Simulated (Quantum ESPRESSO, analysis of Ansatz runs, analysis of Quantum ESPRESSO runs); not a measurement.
**Reproducing a measured local vibrational mode: Li-H pair in ZnO (Quantum ESPRESSO)**

Subject: Li-H pair in ZnO. Wanted: its local vibrational mode, in one set-up (LDA, GBRV 1.5 LDA, 72-site cell, LDA lattice, k: the zone centre alone). The model is a cell of 72 host atoms with Li put on another atom's site and H put in between. The frequencies come from force constants among the defect atom and its neighbours, with the masses of the isotopes named. A local or semilocal functional is the cheapest first rung.

Measured beforehand: O-H stretch, 1H: 3577.3 cm⁻¹ at 10 K, by IR absorption (quoted in “Hydrogen-related defects in hydrothermally grown ZnO studied by Fourier Transform Infrared Spectroscopy”, 2010, Halvard Haug, quoting earlier work (2006)). O-D stretch, 2H: 2644.4 cm⁻¹, by IR absorption (quoted in “Hydrogen-related defects in hydrothermally grown ZnO studied by Fourier Transform Infrared Spectroscopy”, 2010, Halvard Haug, quoting earlier work (2006)). The runs below try to reproduce this.

Program: Quantum ESPRESSO 7.5. Level of theory: Quantum ESPRESSO plane-wave DFT, LDA, GBRV 1.5 LDA potentials; relaxation of all atoms of a defect supercell. Results are calculated unless marked as measured.

## 1. The structure

The cell holds 73 atoms: 35 Zn, 36 O, 1 Li and 1 H. Cell: a = 9.568 Å, b = 9.568 Å, c = 10.313 Å, α = 90.0°, β = 90.0°, γ = 120.0°. It derives from ZnO (space group P6_3mc). Nearest the centre at fractional (0.556, 0.444, 0.559): H73 at 0.62 Å, Li38 at 1.07 Å, O39 at 1.59 Å, O60 at 2.21 Å, O28 at 2.23 Å, O36 at 2.23 Å, Zn37 at 2.68 Å, Zn29 at 2.68 Å.

The host's primitive cell comes from a first run (Quantum ESPRESSO plane-wave DFT, LDA, GBRV 1.5 LDA potentials; relaxation of cell and atoms of a defect-free cell): vectors of 3.189, 3.189 and 5.156 Å. That is 11.36 Å³ an atom, 4.6 % under the diffraction cell's volume. The supercell is built on it.

## 2. Relaxation, charge 0

Every later number rests on the structure around the defect, so the atoms are relaxed at the host's lattice first.

Contents of pw.in:

```
&CONTROL
  calculation = 'relax'
  prefix = 'pwscf'
  outdir = './tmp'
  pseudo_dir = './pseudo'
  tprnfor = .true.
  disk_io = 'low'
  nstep = 70
  forc_conv_thr = 0.00039
  etot_conv_thr = 0.0001
/
&SYSTEM
  ibrav = 0
  nat = 73
  ntyp = 4
  ecutwfc = 45
  ecutrho = 360
  nbnd = 464
  occupations = 'smearing'
  smearing = 'fd'
  degauss = 0.00073499
  nosym = .true.
/
&ELECTRONS
  conv_thr = 7d-08
  electron_maxstep = 100
  mixing_beta = 0.5
/
&IONS
  ion_dynamics = 'bfgs'
/
ATOMIC_SPECIES
Zn    65.3800 zn_lda_v1.uspp.F.UPF
O     15.9990 o_lda_v1.2.uspp.F.UPF
Li     6.9400 li_lda_v1.4.uspp.F.UPF
H      1.0080 h_lda_v1.4.uspp.F.UPF
CELL_PARAMETERS angstrom
   9.5683404584    0.0000000000    0.0000000000
  -4.7841702292    8.2864259925    0.0000000000
   0.0000000000    0.0000000000   10.3127043002
ATOMIC_POSITIONS crystal
Zn     0.1119122991    0.2215546883    0.2486100234
Zn     0.2242086437    0.1129217821    0.0009466200
O      0.2198584576    0.1098945671    0.1897479610
O      0.1116786666    0.2206710988    0.4401664468
Zn     0.1124634314    0.2222463011    0.7486596595
Zn     0.2204630667    0.1102453164    0.5014754728
O      0.2227366800    0.1093323790    0.6892093575
O      0.1108160426    0.2217837715    0.9412630670
Zn     0.1106791489    0.5554436518    0.2482421233
Zn     0.2218303630    0.4433713468    0.0018796577
O      0.2243009505    0.4461767061    0.1901042218
O      0.1087406769    0.5547177240    0.4395287544
Zn     0.1124503341    0.5558826450    0.7485659075
Zn     0.2218615440    0.4442487440    0.4982301958
O      0.2237908960    0.4458553860    0.6880028948
O      0.1132804191    0.5558984677    0.9388581165
Zn     0.1127579070    0.8881918994    0.2502899820
Zn     0.2203617342    0.7768136963    0.0013827475
O      0.2198913499    0.7762547051    0.1889787816
O      0.1093283466    0.8872234823    0.4382648715
Zn     0.1119730806    0.8910294510    0.7510226095
Zn     0.2237367420    0.7769143698    0.5002858494
O      0.2234729816    0.7791109573    0.6908803651
O      0.1103047915    0.8904558289    0.9393459835
Zn     0.4435392081    0.2229775403    0.2487420341
Zn     0.5542401769    0.1107259079   -0.0014585419
O      0.5545118741    0.1123394664    0.1900060236
O      0.4424218699    0.2200795542    0.4394914715
Zn     0.4450998138    0.2220872383    0.7483312652
Zn     0.5547839363    0.1089727359    0.5010036425
O      0.5574139226    0.1109253981    0.6886780566
O      0.4457900499    0.2228156482    0.9377489730
Zn     0.4451103671    0.5573764909    0.2514002435
Zn     0.5547686396    0.4440880561   -0.0016853393
O      0.5570594077    0.4466588731    0.1900352559
O      0.4441571899    0.5574872585    0.4393450777
Zn     0.4443170504    0.5534918105    0.7495936047
Li     0.5574428097    0.4461612112    0.4555391130
O      0.5561616919    0.4467325796    0.7139621410
O      0.4448036450    0.5571255170    0.9379382347
Zn     0.4424175965    0.8889259790    0.2497493096
Zn     0.5543720834    0.7777953309   -0.0014451481
O      0.5541082740    0.7757927274    0.1903765841
O      0.4451044429    0.8877532020    0.4380803506
Zn     0.4462216933    0.8908092453    0.7492502660
Zn     0.5555019353    0.7797413603    0.4995570991
O      0.5575498000    0.7790159544    0.6904265627
O      0.4462538306    0.8902855735    0.9381577020
Zn     0.7787258525    0.2245905369    0.2504506965
Zn     0.8885159025    0.1127532985   -0.0007425166
O      0.8894789623    0.1130673487    0.1904346352
O      0.7801552829    0.2230509370    0.4393611235
Zn     0.7798096272    0.2221184886    0.7502759369
Zn     0.8884835806    0.1091572803    0.5011552627
O      0.8894522921    0.1115307579    0.6874758483
O      0.7799709005    0.2226287280    0.9388615022
Zn     0.7766358044    0.5539061534    0.2487628150
Zn     0.8909306134    0.4446565657    0.0008594953
O      0.8893876282    0.4426713266    0.1890757898
O      0.7771660029    0.5570627357    0.4401877368
Zn     0.7772239656    0.5569456610    0.7512297753
Zn     0.8871960204    0.4450409116    0.5004920447
O      0.8865553278    0.4431451982    0.6898370308
O      0.7756511717    0.5535043355    0.9393897839
Zn     0.7755752627    0.8886366296    0.2502402780
Zn     0.8896857825    0.7801273659   -0.0001240680
O      0.8876835463    0.7760913319    0.1907033678
O      0.7761182713    0.8895679198    0.4392043875
Zn     0.7766456334    0.8874383957    0.7486443279
Zn     0.8897935215    0.7801605576    0.5003045833
O      0.8884621397    0.7785424279    0.6876779677
O      0.7783772225    0.8904810813    0.9408033312
H      0.5561016731    0.4458245657    0.6198663762
K_POINTS gamma
```

Started as:

```
$ OMP_NUM_THREADS=1 mpirun -n 4 pw.x -in pw.in > pw.out
```

What it wrote:

```text
This program is part of the open-source Quantum ESPRESSO suite
     for quantum simulation of materials; please cite
         "P. Giannozzi et al., J. Phys.:Condens. Matter 21 395502 (2009);
         "P. Giannozzi et al., J. Phys.:Condens. Matter 29 465901 (2017);
         "P. Giannozzi et al., J. Chem. Phys. 152 154105 (2020);
          URL
     in publications or presentations arising from this work. More details at

     gamma-point specific algorithms are used

     Subspace diagonalization in iterative solution of the eigenvalue problem:
     one sub-group per band group will be used
     scalapack distributed-memory algorithm (size of sub-group:  2*  2 procs)

     --------------------
     sticks:   dense  smooth     PW     G-vecs:    dense   smooth      PW
     Min        2026    1013    253               159125    56283    7049
     Max        2037    1016    258               159130    56288    7050
     Sum        8125    4057   1027               636513   225143   28199

     Using Slab Decomposition

     bravais-lattice index     =            0
     lattice parameter (alat)  =      18.0815  a.u.
     unit-cell volume          =    5517.8900 (a.u.)^3
     number of atoms/cell      =           73
     number of atomic types    =            4
     number of electrons       =       920.00
     number of Kohn-Sham states=          464
     kinetic-energy cutoff     =      45.0000  Ry
     charge density cutoff     =     360.0000  Ry
     scf convergence threshold =      7.0E-08
     mixing beta               =       0.5000
     number of iterations used =            8  plain     mixing
     energy convergence thresh.=      1.0E-04
     force convergence thresh. =      3.9E-04
     Exchange-correlation=  SLA  PZ   NOGX NOGC
                           (   1   1   0   0   0   0   0)
     nstep                     =           70

     celldm(1)=  18.081543  celldm(2)=   0.000000  celldm(3)=   0.000000
     celldm(4)=   0.000000  celldm(5)=   0.000000  celldm(6)=   0.000000

     crystal axes: (cart. coord. in units of alat)
               a(1) = (   1.000000   0.000000   0.000000 )
               a(2) = (  -0.500000   0.866025   0.000000 )
               a(3) = (   0.000000   0.000000   1.077794 )

     reciprocal axes: (cart. coord. in units 2 pi/alat)
               b(1) = (  1.000000  0.577350 -0.000000 )
               b(2) = (  0.000000  1.154701  0.000000 )
               b(3) = (  0.000000 -0.000000  0.927821 )

     PseudoPot. # 1 for Zn read from file:
     zn_lda_v1.uspp.F.UPF
     Pseudo is Ultrasoft, Zval = 20.0
     Generated by new atomic code, or converted to UPF format
     Using radial grid of  943 points,  6 beta functions with:
                l(1) =   0
                l(2) =   0
                l(3) =   1
                l(4) =   1
                l(5) =   2
                l(6) =   2
     Q(r) pseudized with  8 coefficients,  rinner =    1.100   1.100   1.100
                                                       1.100   1.100

     PseudoPot. # 2 for O  read from file:
     o_lda_v1.2.uspp.F.UPF
     Pseudo is Ultrasoft + core correction, Zval =  6.0
     Generated by new atomic code, or converted to UPF format
     Using radial grid of  737 points,  5 beta functions with:
                l(1) =   0
                l(2) =   0
                l(3) =   1
                l(4) =   1
                l(5) =   2
     Q(r) pseudized with  8 coefficients,  rinner =    0.900   0.900   0.900
                                                       0.900   0.900

     PseudoPot. # 3 for Li read from file:
     li_lda_v1.4.uspp.F.UPF
     Pseudo is Ultrasoft, Zval =  3.0
     Generated by new atomic code, or converted to UPF format
     Using radial grid of  751 points,  5 beta functions with:
                l(1) =   0
                l(2) =   0
                l(3) =   0
                l(4) =   1
                l(5) =   1
     Q(r) pseudized with 10 coefficients,  rinner =    1.150   1.150   1.150

     PseudoPot. # 4 for H  read from file:
     h_lda_v1.4.uspp.F.UPF
     Pseudo is Ultrasoft, Zval =  1.0
     Generated by new atomic code, or converted to UPF format
     Using radial grid of  615 points,  2 beta functions with:
                l(1) =   0
                l(2) =   0
     Q(r) pseudized with  8 coefficients,  rinner =    0.700

     atomic species   valence    mass     pseudopotential
     Zn               20.00    65.38000     Zn( 1.00)
     O                 6.00    15.99900     O ( 1.00)
     Li                3.00     6.94000     Li( 1.00)
     H                 1.00     1.00800     H ( 1.00)

     No symmetry found

   Cartesian axes

     site n.     atom                  positions (alat units)
         1        Zn     tau(   1) = (   0.0011350   0.1918720   0.2679505  )
         2        Zn     tau(   2) = (   0.1677478   0.0977931   0.0010203  )
         3        O      tau(   3) = (   0.1649112   0.0951715   0.2045093  )
         4        O      tau(   4) = (   0.0013431   0.1911068   0.4744090  )
         5        Zn     tau(   5) = (   0.0013403   0.1924709   0.8069012  )
         6        Zn     tau(   6) = (   0.1653404   0.0954752   0.5404875  )
         7        O      tau(   7) = (   0.1680705   0.0946846   0.7428260  )
         8        O      tau(   8) = (  -0.0000758   0.1920704   1.0144881  )
         9        Zn     tau(   9) = (  -0.1670427   0.4810283   0.2675540  )
        10        Zn     tau(  10) = (   0.0001447   0.3839709   0.0020259  )
        11        O      tau(  11) = (   0.0012126   0.3864004   0.2048933  )
        12        O      tau(  12) = (  -0.1686182   0.4803996   0.4737217  )
        13        Zn     tau(  13) = (  -0.1654910   0.4814085   0.8068002  )
        14        Zn     tau(  14) = (  -0.0002628   0.3847307   0.5369897  )
        15        O      tau(  15) = (   0.0008632   0.3861221   0.7415257  )
        16        O      tau(  16) = (  -0.1646688   0.4814222   1.0118961  )
        17        Zn     tau(  17) = (  -0.3313380   0.7691968   0.2697612  )
        18        Zn     tau(  18) = (  -0.1680451   0.6727404   0.0014903  )
        19        O      tau(  19) = (  -0.1682360   0.6722563   0.2036803  )
        20        O      tau(  20) = (  -0.3342834   0.7683581   0.4723594  )
        21        Zn     tau(  21) = (  -0.3335416   0.7716541   0.8094480  )
        22        Zn     tau(  22) = (  -0.1647204   0.6728276   0.5392053  )
        23        O      tau(  23) = (  -0.1660825   0.6747299   0.7446270  )
        24        O      tau(  24) = (  -0.3349231   0.7711574   1.0124219  )
[...]
atom    5 type  1   force =    -0.00031624   -0.00005228    0.00002650
     atom    6 type  1   force =    -0.00014024    0.00005811   -0.00007498
     atom    7 type  2   force =     0.00005234   -0.00002849    0.00010550
     atom    8 type  2   force =     0.00028694    0.00016088    0.00005812
     atom    9 type  1   force =     0.00000148   -0.00017754    0.00005182
     atom   10 type  1   force =     0.00017733    0.00006518    0.00020992
     atom   11 type  2   force =    -0.00003113    0.00025329   -0.00024034
     atom   12 type  2   force =     0.00008123   -0.00008583    0.00001529
     atom   13 type  1   force =    -0.00003919    0.00022732    0.00015994
     atom   14 type  1   force =    -0.00006415    0.00003572   -0.00002120
     atom   15 type  2   force =     0.00001768    0.00003238    0.00008497
     atom   16 type  2   force =     0.00012108   -0.00010778    0.00005128
[...]
Total force =     0.002119     Total SCF correction =     0.000076
     Energy error            =      1.0E-05 Ry
     Gradient error          =      6.0E-04 Ry/Bohr

     number of scf cycles    =  23
     number of bfgs steps    =  22

     energy             old  =  -17323.6555871516 Ry
     energy             new  =  -17323.6555971667 Ry

     CASE: energy            _new < energy            _old

     new trust radius        =       0.0023963253 bohr
     new conv_thr            =       0.0000000007 Ry

ATOMIC_POSITIONS (crystal)
Zn               0.1105584026        0.2220569956        0.2518964621
Zn               0.2204789165        0.1102386959        0.0003735994
O                0.2198215438        0.1098384519        0.1885619751
O                0.1109080214        0.2221885416        0.4402083587
Zn               0.1106901483        0.2221236422        0.7496367560
Zn               0.2270989484        0.1148141268        0.4991487804
O                0.2230001332        0.1121467590        0.6895263556
O                0.1109221401        0.2222794964        0.9386750844
Zn               0.1111414034        0.5558210034        0.2532511846
Zn               0.2203120451        0.4437927460        0.0005520679
O                0.2198616493        0.4435784336        0.1887169143
O                0.1103242567        0.5543565913        0.4416491518
Zn               0.1112052328        0.5555633595        0.7485679052
Zn               0.2271203776        0.4457258475        0.4992031632
O                0.2229786032        0.4444700205        0.6895997684
O                0.1114425505        0.5563292908        0.9380110409
[...]
NEW-OLD atomic charge density approx. for the potential

     Check: negative core charge=   -0.000002

     Self-consistent Calculation

     iteration #  1     ecut=    45.00 Ry     beta= 0.50
     Davidson diagonalization with overlap
     ethr =  1.00E-06,  avg # of iterations =  3.0

     Threshold (ethr) on eigenvalues was too large:
     Diagonalizing with lowered threshold

     Davidson diagonalization with overlap
     ethr =  2.73E-10,  avg # of iterations =  5.0

     total energy              =  -17323.65560324 Ry
     estimated scf accuracy    <       0.00000414 Ry

     iteration #  2     ecut=    45.00 Ry     beta= 0.50
     Davidson diagonalization with overlap
     ethr =  4.50E-10,  avg # of iterations =  3.0

     total energy              =  -17323.65560361 Ry
     estimated scf accuracy    <       0.00000051 Ry

     iteration #  3     ecut=    45.00 Ry     beta= 0.50
     Davidson diagonalization with overlap
     ethr =  5.59E-11,  avg # of iterations =  3.0

     total energy              =  -17323.65560368 Ry
     estimated scf accuracy    <       0.00000015 Ry

     iteration #  4     ecut=    45.00 Ry     beta= 0.50
     Davidson diagonalization with overlap
     ethr =  1.63E-11,  avg # of iterations =  4.0

     total energy              =  -17323.65560370 Ry
     estimated scf accuracy    <       0.00000001 Ry

     iteration #  5     ecut=    45.00 Ry     beta= 0.50
     Davidson diagonalization with overlap
     ethr =  1.40E-12,  avg # of iterations =  4.0

     total energy              =  -17323.65560370 Ry
     estimated scf accuracy    <          3.5E-09 Ry

     iteration #  6     ecut=    45.00 Ry     beta= 0.50
     Davidson diagonalization with overlap
     ethr =  3.80E-13,  avg # of iterations =  3.0

     End of self-consistent calculation

          k = 0.0000 0.0000 0.0000 ( 14100 PWs)   bands (ev):

  -113.9608-113.9607-113.9604-113.8292-113.7380-113.7379-113.7379-113.7379
  -113.7378-113.7374-113.7314-113.7313-113.7309-113.7235-113.7220-113.7205
  -113.7198-113.7141-113.7090-113.7084-113.7081-113.7027-113.7022-113.7020
  -113.6787-113.6783-113.6782-113.6234-113.5933-113.5350-113.5350-113.5344
  -113.5339-113.5329-113.5328 -68.6594 -68.6587 -68.6578 -68.6053 -68.6051
[...]
6.9027   6.9032   6.9593   6.9598   6.9674   6.9929   7.0021   7.0027
     7.0349   7.1783   7.1786   7.3126   7.4504   7.4714   7.4724   7.4949
     7.4952   7.4998   7.5011   7.5105   7.5304   7.5310   7.5633   7.5636
     7.5714   7.6228   7.6289   7.6704   7.6710   7.6715   7.6947   7.6951
     7.7095   7.7098   7.7114   7.7681   7.7941   7.7953   7.8276   7.9752
     8.1018   8.1020   8.1319   8.1321   8.1536   8.2028   8.2036   8.2994
     8.3006   8.3939   8.4025   8.4027   8.4612   8.5406   8.5411   8.6297
     8.6298   8.9030   9.0263   9.0264   9.8638  12.4825  12.5676  13.2657

     the Fermi energy is     9.3836 ev

!    total energy              =  -17323.65560375 Ry
     estimated scf accuracy    <          1.9E-10 Ry
     smearing contrib. (-TS)   =      -0.00000000 Ry
     internal energy E=F+TS    =  -17323.65560375 Ry

     The total energy is F=E-TS. E is the sum of the following terms:
     one-electron contribution =  -14099.36850231 Ry
     hartree contribution      =    7434.69994343 Ry
     xc contribution           =   -1721.51630780 Ry
     ewald contribution        =   -8937.47073708 Ry

     convergence has been achieved in   6 iterations

     Forces acting on atoms (cartesian axes, Ry/au):

[...]
atom   66 type  1   force =    -0.00010454   -0.00000589    0.00010704
     atom   67 type  2   force =     0.00012743   -0.00000043   -0.00008982
     atom   68 type  2   force =    -0.00008029   -0.00000106    0.00000248
     atom   69 type  1   force =    -0.00001604    0.00016058    0.00021985
     atom   70 type  1   force =     0.00003280   -0.00000881    0.00008188
     atom   71 type  2   force =     0.00000366   -0.00006252    0.00010469
     atom   72 type  2   force =     0.00008208   -0.00011987    0.00009004
     atom   73 type  4   force =    -0.00000474    0.00000007    0.00001151

     Total force =     0.001563     Total SCF correction =     0.000050
     Energy error            =      6.6E-06 Ry
     Gradient error          =      3.5E-04 Ry/Bohr

     bfgs converged in  24 scf cycles and  23 bfgs steps
     (criteria: energy <  1.0E-04 Ry, force <  3.9E-04 Ry/Bohr)

     End of BFGS Geometry Optimization

     Final energy             =  -17323.6556037516 Ry

     File ./tmp/pwscf.bfgs deleted, as requested
Begin final coordinates

ATOMIC_POSITIONS (crystal)
[...]
Zn               0.8901358386        0.7800599663        0.0006671136
O                0.8900663173        0.7801295198        0.1888454224
O                0.7778612291        0.8892358227        0.4402670595
Zn               0.7781920202        0.8897053473        0.7496548680
Zn               0.8849574159        0.7728194336        0.4992384477
O                0.8883456271        0.7775325667        0.6896444239
O                0.7779834142        0.8894129890        0.9387118879
H                0.5574408029        0.4465871497        0.6060572313
End final coordinates

=------------------------------------------------------------------------------=
   JOB DONE.
=------------------------------------------------------------------------------=
```

Run time: 31 min. Hardware: 4 MPI ranks of Arm Neoverse V1, shared host; peak memory 2.2 GiB.

(Part 1 of 2 ends here.)

[Logs are printed without paths, hosts, clocks, repeated set-up lines and the standing remarks that a program may print on its own settings, such as how far it seeks lower states.]

[Hosts, paths, dates, database ids (printed as entryN), source tags and the programs' standing remarks are cut or masked in the printed files.]

[For some hosts the program warned that the k-mesh of the response run may be too coarse for force constants and the static dielectric constant; such warnings are not shown here.]
